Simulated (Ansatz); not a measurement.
# How fast states decay through Ca2IClF2

Aim: relax a made-up compound, Ca2IClF2, and see how good a tunnel barrier it would be. It is built by putting Ca for Ba, Cl for Br in the Ba2IBrF2 structure of space group P4mm, with the volume rescaled by atomic radii. The parent structure comes from the Materials Project.

Main program and level: Ansatz 0.2.0; r2SCAN DFT, plane waves, PAW files, in the first sound run; inputs show where later runs differ.

The structure was built from a prototype and need not be the compound's stable phase.

### 1. Starting point

The structure is tetragonal, space group P4mm (No. 99). The conventional cell has a = 4.250 Å, b = 4.250 Å, c = 7.346 Å, α = 90.00°, β = 90.00°, γ = 90.00°. Nearest to Ca lie 4 F at 2.49 Å and 4 I at 3.30 Å and 1 Cl at 3.58 Å. Nearest to Ca lie 4 F at 2.51 Å and 4 Cl at 3.21 Å and 2 I at 3.35 to 4.00 Å and 4 Ca at 3.99 Å. Nearest to I lie 6 Ca at 3.30 to 4.00 Å. Nearest to Cl lie 5 Ca at 3.21 to 3.58 Å and 4 F at 3.26 Å. Nearest to F lie 4 Ca at 2.49 to 2.51 Å. It derives from Ba2IBrF2. Ca for Ba, Cl for Br in the Ba2IBrF2 structure of space group P4mm. Farther neighbours and most contacts between anions are not listed.

### 2. Relaxing the new crystal

The substituted atoms don't fit the parent's cell, so cell and atoms relax together. A small smearing keeps the run stable in case the gap closes on the way.

The input, input.yaml:

```yaml
crystal:
  lattice:
    - [4.2502622193, 0.0, 0.0]
    - [0.0, 4.2502622193, 0.0]
    - [0.0, 0.0, 7.346487535]
  atoms:
    - { symbol: Ca, position: [0.5, 0.5, 0.827396] }
    - { symbol: Ca, position: [0.0, 0.0, 0.185191] }
    - { symbol: I, position: [0.0, 0.0, 0.641387] }
    - { symbol: Cl, position: [0.5, 0.5, 0.340098] }
    - { symbol: F, position: [0.5, 0.0, 0.002964] }
    - { symbol: F, position: [0.0, 0.5, 0.002964] }
kpoints:
  mp_grid: { grid: [6, 6, 4] }
scf:
  occupations: { method: gaussian, width: 0.03 }
hamiltonian:
  xc: r2scan
output:
  forces: true
  stress: true
relax:
  f_tol: 0.02
  max_steps: 60
  cell: {}
```

Launch:

```
$ ansatz run input.yaml --threads 2 --pin off --max-ram 4096MiB --backend cpu --events-out ev --progress --plain --runs-dir out
```

Numbers of over 12 decimals in the logs are rounded to 6 here.

The program printed:

```text
Engine: ansatz 0.2.0, aarch64-unknown-linux-gnu
Pseudopotentials: kind: paw
Pseudopotential: Ca, paw, valence charge 10, recommended cutoff 500 eV (meta_gga), Ca.paw.azcp
Pseudopotential: I, paw, valence charge 17, recommended cutoff 500 eV (meta_gga), I.paw.azcp
Pseudopotential: Cl, paw, valence charge 7, recommended cutoff 500 eV (meta_gga), Cl.paw.azcp
Pseudopotential: F, paw, valence charge 7, recommended cutoff 500 eV (meta_gga), F.paw.azcp
Functional definition: r2SCAN
  parameter k0 = 0.174
  parameter k1 = 0.065
  parameter a1 = 4.9479
  exchange = r2scan_x(k0 = k0, k1 = k1, a1 = a1)
  correlation = r2scan_c
Crystal: 6 atoms, lattice volume = 132.712 Å³
Basis set: ecut = 500 eV, 3355 PW (Γ), exchange–correlation on 128×128×216 points (64 copies of the dense FFT grid, shifted against one another)
Bands: 35, of which v1, the nominal top of the filled ones, is band 29 counted from 1 (28 counted from 0)
Symmetry: 8 space group operations
Space group: P4mm (ITA 99), of the structure as read, at distance tolerance 5.1e-5 Å
k-points: 30 of 144 (time reversal used)
Non-local potential: Ca, projectors of the file, l = 0: 3, l = 1: 2, l = 2: 2
Non-local potential: I, projectors of the file, l = 0: 2, l = 1: 2, l = 2: 2, l = 3: 2
Non-local potential: Cl, projectors of the file, l = 0: 2, l = 1: 2, l = 2: 2
Non-local potential: F, projectors of the file, l = 0: 2, l = 1: 2, l = 2: 1
PAW form: soft (Blöchl's): semilocal exchange-correlation on the pseudo side does not see the compensation charge
PAW frozen core: Ca, regenerated for the run's functional (the file was generated under x = pbe(κ = 0.804, μ = 0.219515), c = pbe(β = 0.066725))
PAW frozen core: I, regenerated for the run's functional (the file was generated under x = pbe(κ = 0.804, μ = 0.219515), c = pbe(β = 0.066725))
PAW frozen core: Cl, regenerated for the run's functional (the file was generated under x = pbe(κ = 0.804, μ = 0.219515), c = pbe(β = 0.066725))
PAW frozen core: F, regenerated for the run's functional (the file was generated under x = pbe(κ = 0.804, μ = 0.219515), c = pbe(β = 0.066725))
PAW one-centre angular grid: Ca, 302 points (default); XC on 160 Gauss nodes
PAW one-centre angular grid: I, 590 points (default); XC on 160 Gauss nodes
PAW one-centre angular grid: Cl, 302 points (default); XC on 160 Gauss nodes
PAW one-centre angular grid: F, 302 points (default); XC on 160 Gauss nodes
Initial density: superposition of atomic densities (neutral atoms: chi_scale 0, normalization atom), corrected by the library's trained network
Initial wavefunctions: pseudopotential atomic-orbital guess
Functional: x = r2scan, c = r2scan; τ floored in thin density (d = 2e-4 eV/Å³)
SCF iter   1: F=—  HF=-13887.546817 eV  |F-HF|=—  |Δ(HF+E_count)|=         —  Δρ=7.04e-3  dr2=6.54e-2  dr2_τ=6.12e-2  ethr=1.77e-3  ⟨swp⟩=10.9  Hψ=6293  notcnv=0
preconditioner: auto → Resta (q_TF=auto, 2.377 Å⁻¹)  ε∞=3.8  [insulator: Δε(μ)=5.175 eV  Ē_g=10.237 eV  σ=0.030 eV  W_gap=1.00  n_scr=36 (ndim 8)  ℏωp=17.1 eV  f_vac=0.005  D(μ)=0.00/eV (n_scr^D=0)  ε∞_Penn≈3.8]
SCF iter   2: F=—  HF=-13887.626998 eV  |F-HF|=—  |Δ(HF+E_count)|=   8.02e-2  Δρ=3.17e-3  dr2=1.02e-2  dr2_τ=9.86e-4  ethr=1.13e-4  ⟨swp⟩=3.7  Hψ=2256  notcnv=0  defer=43
SCF iter   3: F=—  HF=-13887.624705 eV  |F-HF|=—  |Δ(HF+E_count)|=   2.29e-3  Δρ=1.04e-3  dr2=1.75e-3  dr2_τ=1.16e-4  ethr=1.76e-5  ⟨swp⟩=2.8  Hψ=1791  notcnv=0  defer=13
automatic band count: iteration 3 solves 34 bands in place of 35: the levels show a gap, and the empty bands left out lie too high to hold charge; the band table lists the bands solved (type scf.n_extra_bands for more)
SCF iter   4: F=—  HF=-13887.624406 eV  |F-HF|=—  |Δ(HF+E_count)|=   2.99e-4  Δρ=3.32e-4  dr2=1.06e-4  dr2_τ=1.41e-5  ethr=3.02e-6  ⟨swp⟩=2.1  Hψ=1747  notcnv=0  defer=13
SCF iter   5: F=—  HF=-13887.624426 eV  |F-HF|=—  |Δ(HF+E_count)|=   1.96e-5  Δρ=6.45e-5  dr2=4.93e-6  dr2_τ=4.62e-7  ethr=1.83e-7  ⟨swp⟩=2.0  Hψ=1624  notcnv=0  defer=13
SCF iter   6: F=—  HF=-13887.624428 eV  |F-HF|=—  |Δ(HF+E_count)|=   2.37e-6  Δρ=1.55e-5  dr2=3.37e-7  dr2_τ=2.21e-8  ethr=8.51e-9  ⟨swp⟩=2.0  Hψ=1719  notcnv=0  defer=13
SCF iter   7: F=-13887.624428 eV  HF=-13887.624428 eV  |F-HF|=9.06e-10  |Δ(HF+E_count)|=   5.93e-8  Δρ=3.20e-6  dr2=1.32e-8  dr2_τ=2.25e-9  ethr=1.72e-10  ⟨swp⟩=5.0  Hψ=3755  notcnv=0
SCF 1 converged in 7 iterations: F = -13887.624428 eV  dr2 = 1.32e-8
  greatest PAW one-centre occupation: 0.999 electrons in one spin orbital (limit 2), on the I atom at site 2 (counted from 0), in its partial waves of l = 2
relax step   1: F+E_penalty+E_count = -13887.62442830 eV  Δ(F+E_penalty+E_count) = +0.000e0 eV  max|allowed force component| = 8.474e-1 eV/Å  Δτ_max = 0.0000 Å  P = -5.052 GPa  Ω = 132.712 Å³  (7 SCF iters, dr2 threshold 1.00e-7 eV, accepted)
Crystal: 6 atoms, lattice volume = 119.709 Å³
Basis set: ecut = 500 eV, 3067 PW (Γ), exchange–correlation on 128×128×216 points (64 copies of the dense FFT grid, shifted against one another)
Initial density: handed on by an earlier stage of this run
Initial wavefunctions: those handed on with the density
iter 1 solved again at ethr=4.17e-4 eV; its pass at ethr=3.10e-3 eV (dr2=2.42e-1 eV) is discarded
SCF iter   1: F=—  HF=-13888.596199 eV  |F-HF|=—  |Δ(HF+E_count)|=         —  Δρ=1.29e-2  dr2=2.43e-1  dr2_τ=1.80e0  ethr=4.17e-4  ⟨swp⟩=1.5  Hψ=6919  notcnv=0
automatic band count: iteration 1 solves 33 bands in place of 35: the levels show a gap, and the empty bands left out lie too high to hold charge; the band table lists the bands solved (type scf.n_extra_bands for more)
preconditioner: auto → Resta (q_TF=auto, 2.418 Å⁻¹)  ε∞=4.2  [insulator: Δε(μ)=4.821 eV  Ē_g=10.052 eV  σ=0.030 eV  W_gap=1.00  n_scr=36 (ndim 8)  ℏωp=18.0 eV  f_vac=0.000  D(μ)=0.00/eV (n_scr^D=0)  ε∞_Penn≈4.2]
SCF iter   2: F=—  HF=-13888.057516 eV  |F-HF|=—  |Δ(HF+E_count)|=   5.39e-1  Δρ=6.28e-3  dr2=4.33e-2  dr2_τ=5.12e-3  ethr=4.17e-4  ⟨swp⟩=5.1  Hψ=2139  notcnv=0
SCF iter   3: F=—  HF=-13888.048974 eV  |F-HF|=—  |Δ(HF+E_count)|=   8.54e-3  Δρ=2.31e-3  dr2=7.06e-3  dr2_τ=6.13e-4  ethr=7.47e-5  ⟨swp⟩=4.6  Hψ=1943  notcnv=0
SCF iter   4: F=—  HF=-13888.048182 eV  |F-HF|=—  |Δ(HF+E_count)|=   7.92e-4  Δρ=7.55e-4  dr2=7.25e-4  dr2_τ=4.97e-5  ethr=1.22e-5  ⟨swp⟩=3.1  Hψ=1733  notcnv=0
SCF iter   5: F=—  HF=-13888.048369 eV  |F-HF|=—  |Δ(HF+E_count)|=   1.87e-4  Δρ=1.75e-4  dr2=2.68e-5  dr2_τ=4.66e-6  ethr=1.25e-6  ⟨swp⟩=2.0  Hψ=1630  notcnv=0
SCF iter   6: F=—  HF=-13888.048381 eV  |F-HF|=—  |Δ(HF+E_count)|=   1.26e-5  Δρ=4.08e-5  dr2=1.94e-6  dr2_τ=1.88e-7  ethr=4.63e-8  ⟨swp⟩=2.0  Hψ=1618  notcnv=0
[...]
SCF iter   2: F=—  HF=-13888.149160 eV  |F-HF|=—  |Δ(HF+E_count)|=   1.91e-1  Δρ=2.82e-3  dr2=8.30e-3  dr2_τ=9.23e-4  ethr=7.12e-5  ⟨swp⟩=3.7  Hψ=2146  notcnv=0
SCF iter   3: F=—  HF=-13888.147862 eV  |F-HF|=—  |Δ(HF+E_count)|=   1.30e-3  Δρ=1.03e-3  dr2=8.95e-4  dr2_τ=1.31e-4  ethr=1.43e-5  ⟨swp⟩=2.5  Hψ=1831  notcnv=0  defer=1
SCF iter   4: F=—  HF=-13888.148064 eV  |F-HF|=—  |Δ(HF+E_count)|=   2.02e-4  Δρ=3.47e-4  dr2=1.18e-4  dr2_τ=1.73e-5  ethr=1.54e-6  ⟨swp⟩=2.0  Hψ=1660  notcnv=0
SCF iter   5: F=—  HF=-13888.148132 eV  |F-HF|=—  |Δ(HF+E_count)|=   6.82e-5  Δρ=1.54e-4  dr2=1.89e-5  dr2_τ=2.83e-6  ethr=2.03e-7  ⟨swp⟩=2.0  Hψ=1748  notcnv=0
SCF iter   6: F=—  HF=-13888.148135 eV  |F-HF|=—  |Δ(HF+E_count)|=   3.25e-6  Δρ=3.76e-5  dr2=1.11e-6  dr2_τ=1.55e-7  ethr=3.25e-8  ⟨swp⟩=2.0  Hψ=1689  notcnv=0
SCF iter   7: F=-13888.148136 eV  HF=-13888.148136 eV  |F-HF|=1.44e-8  |Δ(HF+E_count)|=   8.64e-7  Δρ=4.47e-6  dr2=2.06e-8  dr2_τ=2.55e-9  ethr=1.03e-9  ⟨swp⟩=4.7  Hψ=3594  notcnv=0
SCF 3 converged in 7 iterations: F = -13888.148136 eV  dr2 = 2.06e-8
relax step   3: F+E_penalty+E_count = -13888.14813596 eV  Δ(F+E_penalty+E_count) = -9.975e-2 eV  max|allowed force component| = 1.793e-1 eV/Å  Δτ_max = 0.1179 Å  P = +1.730 GPa  Ω = 118.794 Å³  energy of the carried Pulay correction = +4.119e-3 eV  (7 SCF iters, dr2 threshold 6.00e-7 eV, accepted)
[... from here on, the SCF cycles and remarks between the steps are left out ...]
relax step   4: F+E_penalty+E_count = -13888.18720491 eV  Δ(F+E_penalty+E_count) = -3.907e-2 eV  max|allowed force component| = 2.861e-1 eV/Å  Δτ_max = 0.0482 Å  P = +0.352 GPa  Ω = 122.967 Å³  energy of the carried Pulay correction = +2.807e-3 eV  (7 SCF iters, dr2 threshold 6.00e-7 eV, accepted)
relax step   5: F+E_penalty+E_count = -13888.19920337 eV  Δ(F+E_penalty+E_count) = -1.200e-2 eV  max|allowed force component| = 1.856e-1 eV/Å  Δτ_max = 0.0590 Å  P = -0.252 GPa  Ω = 124.505 Å³  energy of the carried Pulay correction = +2.341e-3 eV  (6 SCF iters, dr2 threshold 6.00e-7 eV, accepted)
relax step   6: F+E_penalty+E_count = -13888.20589773 eV  Δ(F+E_penalty+E_count) = -6.694e-3 eV  max|allowed force component| = 1.022e-1 eV/Å  Δτ_max = 0.0581 Å  P = -0.191 GPa  Ω = 125.847 Å³  energy of the carried Pulay correction = +1.942e-3 eV  (7 SCF iters, dr2 threshold 6.00e-7 eV, accepted)
relax step   7: F+E_penalty+E_count = -13888.20897772 eV  Δ(F+E_penalty+E_count) = -3.080e-3 eV  max|allowed force component| = 1.822e-2 eV/Å  Δτ_max = 0.0142 Å  P = +0.110 GPa  Ω = 125.574 Å³  energy of the carried Pulay correction = +2.022e-3 eV  (6 SCF iters, dr2 threshold 6.00e-7 eV, accepted)
relax step   8: F+E_penalty+E_count = -13888.20903388 eV  Δ(F+E_penalty+E_count) = -5.615e-5 eV  max|allowed force component| = 7.346e-3 eV/Å  Δτ_max = 0.0092 Å  P = +0.001 GPa  Ω = 126.113 Å³  energy of the carried Pulay correction = +1.863e-3 eV  (6 SCF iters, dr2 threshold 4.11e-8 eV, accepted)
relax step   9: F+E_penalty+E_count = -13888.20679685 eV  Δ(F+E_penalty+E_count) = +2.237e-3 eV  max|allowed force component| = 7.453e-3 eV/Å  Δτ_max = 0.0000 Å  P = +0.028 GPa  Ω = 126.113 Å³  stress off target by 6.93e-2 GPa  SCF on the basis re-selected at this cell (its energy is not comparable with the rows above)  (7 SCF iters)
relax step  10: F+E_penalty+E_count = -13888.20681331 eV  Δ(F+E_penalty+E_count) = -1.647e-5 eV  max|allowed force component| = 1.276e-3 eV/Å  Δτ_max = 0.0030 Å  P = +0.004 GPa  Ω = 126.325 Å³  energy of the carried Pulay correction = -6.714e-5 eV  (6 SCF iters, dr2 threshold 1.20e-8 eV, accepted)
iter 1 solved again at ethr=5.60e-8 eV; its pass at ethr=3.10e-3 eV (dr2=3.25e-5 eV) is discarded
SCF iter   1: F=—  HF=-13888.206862 eV  |F-HF|=—  |Δ(HF+E_count)|=         —  Δρ=2.25e-5  dr2=2.28e-8  dr2_τ=2.50e-8  ethr=5.60e-8  ⟨swp⟩=4.3  Hψ=9484  notcnv=0
preconditioner: auto → Resta (q_TF=auto, 2.396 Å⁻¹)  ε∞=3.7  [insulator: Δε(μ)=4.465 eV  Ē_g=10.709 eV  σ=0.030 eV  W_gap=1.00  n_scr=38 (ndim 8)  ℏωp=17.5 eV  f_vac=0.036  D(μ)=0.00/eV (n_scr^D=0)  ε∞_Penn≈3.7]
SCF iter   2: F=—  HF=-13888.206867 eV  |F-HF|=—  |Δ(HF+E_count)|=   5.14e-6  Δρ=1.13e-5  dr2=6.50e-9  dr2_τ=8.76e-8  ethr=3.93e-11  ⟨swp⟩=2.9  Hψ=2030  notcnv=0
SCF iter   3: F=—  HF=-13888.206868 eV  |F-HF|=—  |Δ(HF+E_count)|=   8.54e-7  Δρ=1.32e-6  dr2=8.02e-10  dr2_τ=8.17e-10  ethr=1.12e-11  ⟨swp⟩=2.0  Hψ=1770  notcnv=0
SCF iter   4: F=—  HF=-13888.206868 eV  |F-HF|=—  |Δ(HF+E_count)|=   6.80e-9  Δρ=4.63e-7  dr2=1.26e-10  dr2_τ=1.03e-10  ethr=1.38e-12  ⟨swp⟩=2.0  Hψ=1710  notcnv=0
SCF iter   5: F=-13888.206868 eV  HF=-13888.206868 eV  |F-HF|=2.00e-11  |Δ(HF+E_count)|=  8.89e-10  Δρ=2.07e-7  dr2=3.91e-11  dr2_τ=6.83e-12  ethr=1.00e-12  ⟨swp⟩=4.5  Hψ=3584  notcnv=0
SCF 11 converged in 5 iterations: F = -13888.206868 eV  dr2 = 3.91e-11
relax step  11: F+E_penalty+E_count = -13888.20686802 eV  Δ(F+E_penalty+E_count) = -5.471e-5 eV  max|allowed force component| = 1.250e-3 eV/Å  Δτ_max = 0.0000 Å  P = +0.004 GPa  Ω = 126.325 Å³  stress off target by 1.40e-2 GPa  SCF on the basis re-selected at this cell (its energy is not comparable with the rows above)  (5 SCF iters)
basis re-selected at this cell: Δ(F+E_penalty+E_count) = -5.471e-5 eV, ΔP = -0.000 GPa vs the last step (what re-selecting the basis moved, of the pressure what is left beyond the Pulay correction that the steps carried, after the strain that the cell walked since its last selection, with what the two solves' SCF thresholds leave and, on support functions, any second-order correction that the steps lacked; it is no m [...]
SCF converged after 5 iterations
Free energy (F): -13888.206868 eV
Harris-Foulkes:  -13888.206868 eV  (|F-HF|=2.00e-11)
Internal energy: -13888.206868 eV  (E = F + TS)
E sigma→0 (E₀):  -13888.206868 eV
Fermi energy:    8.102139 eV
--- Per-component energies (eV) ---
  E_band       = -764.387479
  E_kinetic    = 1324.286011
  E_local      = -5306.532720  (includes V_loc(G=0)·N_el)
  E_nonlocal   = 209.274318
  E_hartree    = 2268.537627
  E_xc         = -660.413106
  E_vxc        = -898.872334  (∫ρ·V_xc dr)
  E_paw        = -7639.438191  (= ΣΔE_a)
  E_vpaw       = -685.217546  (= ΣTr[D̂ρ^β])
  E_aug_tail   = 0.002073  (compensation charges beyond the density's cutoff)
  E_vtau       = 55.597330  (kinetic-family band-sum trace: ∫τ·v_τ [+ j·A + Jᵃ·Aᵃ] dr)
  E_ewald      = -4083.355412
  E_core_change = -0.567467  (= ΣΔE_core)
  E_smearing   = -0.000000  (= −TS)
  E_closure    = -0.000000  (closes the sum)
  Σ components = -13888.206868   (vs F -13888.206868, Δ=0.00e0)
--- Forces (eV/Å), atoms counted from 1 ---
  atom   1  Ca    -0.00000000     0.00000000    -0.00094518
  atom   2  Ca     0.00000000    -0.00000000     0.00011503
  atom   3  I      0.00000000    -0.00000000     0.00125894
  atom   4  Cl    -0.00000000     0.00000000    -0.00020259
  atom   5  F     -0.00000000    -0.00000000    -0.00008754
  atom   6  F      0.00000000     0.00000000    -0.00008754
  max |Σ_I F_I| component: 5.11e-5 eV/Å
--- Stress (GPa, compression-positive) ---
       -0.000885      -0.000000       0.000000
       -0.000000      -0.000885       0.000000
        0.000000       0.000000       0.014012
  P = ⅓ Tr σ = 0.0041 GPa (0.041 kbar)
--- Relaxed structure (9 steps of the walk, 9 accepted, 2 SCFs on fresh bases) ---
  F+E_penalty+E_count = -13888.20686802 eV   max|allowed force component| = 1.250e-3 eV/Å   (the final SCF, on the basis selected at the relaxed cell)
  cell:  # Å, volume = 126.3248 Å³
    - [3.911604, 0, 0]
    - [0, 3.911604, 0.0]
    - [0, 0.0, 8.256177]
  atoms:
    - { symbol: Ca, position: [0.5, 0.5, 0.858372] }
    - { symbol: Ca, position: [0, 0.0, 0.172609] }
    - { symbol: I, position: [0, 0, 0.649323] }
    - { symbol: Cl, position: [0.5, 0.5, 0.302176] }
    - { symbol: F, position: [0.5, 0, 0.00875947] }
    - { symbol: F, position: [0, 0.5, 0.00875947] }
```

It took 4.5 min on 2 threads of Arm Neoverse N1, shared host; peak memory 0.7 GiB; 9 min of CPU time.

Step by step:

```
step  energy less that of the first step (eV)  largest force component (eV/Å)  pressure (GPa)  volume (Å³)
   1                                   0.0000                          0.8474           -5.05       132.71
   2                                  -0.4240                          0.3221            0.29       119.71
   3                                  -0.5237                          0.1793            1.73       118.79
   4                                  -0.5628                          0.2861            0.35       122.97
   5                                  -0.5748                          0.1856           -0.25       124.51
   6                                  -0.5815                          0.1022           -0.19       125.85
   7                                  -0.5846                          0.0182            0.11       125.57
   8                                  -0.5846                          0.0073            0.00       126.11
  9*                                  -0.5824                          0.0075            0.03       126.11
  10                                  -0.5824                          0.0013            0.00       126.32
 11*                                  -0.5824                          0.0013            0.00       126.32
```

Relaxation steps marked * repeat the geometry before them on a plane-wave basis chosen anew for their cell, so energy and pressure can jump there.

Forces are held to the 8 operations that the run works with; a distortion that breaks them can't arise in this run.

```
     cell as run  before  after   change
           a (Å)   4.250  3.912   -8.0 %
           b (Å)   4.250  3.912   -8.0 %
           c (Å)   7.346  8.256  +12.4 %
volume (Å³/atom)   22.12  21.05   -4.8 %
```

The atoms that moved most (Å, as changes of fractional coordinates times the final cell):

```
atom     dx     dy      dz  length
 Cl4  0.000  0.000  -0.313   0.313
 Ca1  0.000  0.000   0.256   0.256
 Ca2  0.000  0.000  -0.104   0.104
  I3  0.000  0.000   0.066   0.066
  F5  0.000  0.000   0.048   0.048
  F6  0.000  0.000   0.048   0.048
```

Final coordinates:

```cif
data_structure
_symmetry_space_group_name_H-M 'P 1'
_symmetry_Int_Tables_number 1
_cell_length_a 3.9116
_cell_length_b 3.9116
_cell_length_c 8.2562
_cell_angle_alpha 90.000
_cell_angle_beta 90.000
_cell_angle_gamma 90.000
_cell_volume 126.32
loop_
_atom_site_label
_atom_site_type_symbol
_atom_site_fract_x
_atom_site_fract_y
_atom_site_fract_z
_atom_site_occupancy
Ca1 Ca 0.50000 0.50000 0.85837 1
Ca2 Ca 0.00000 0.00000 0.17261 1
I3 I 0.00000 0.00000 0.64932 1
Cl4 Cl 0.50000 0.50000 0.30218 1
F5 F 0.50000 0.00000 0.00876 1
F6 F 0.00000 0.50000 0.00876 1
```

Numbers from this step:

```yaml
free_energy: -13888.2069 eV
fermi_energy: 8.102 eV
pressure: 0.004081 GPa
```

The largest force component on a free atom ends at 0.0013 eV/Å.

(Continued in part 2 of 3.)

[Logs are printed without paths, hosts, clocks, repeated set-up lines and the standing remarks that a program may print on its own settings, such as how far it seeks lower states.]

[Hosts, paths, dates, database ids (printed as entryN), source tags and the programs' standing remarks are cut or masked in the printed files.]
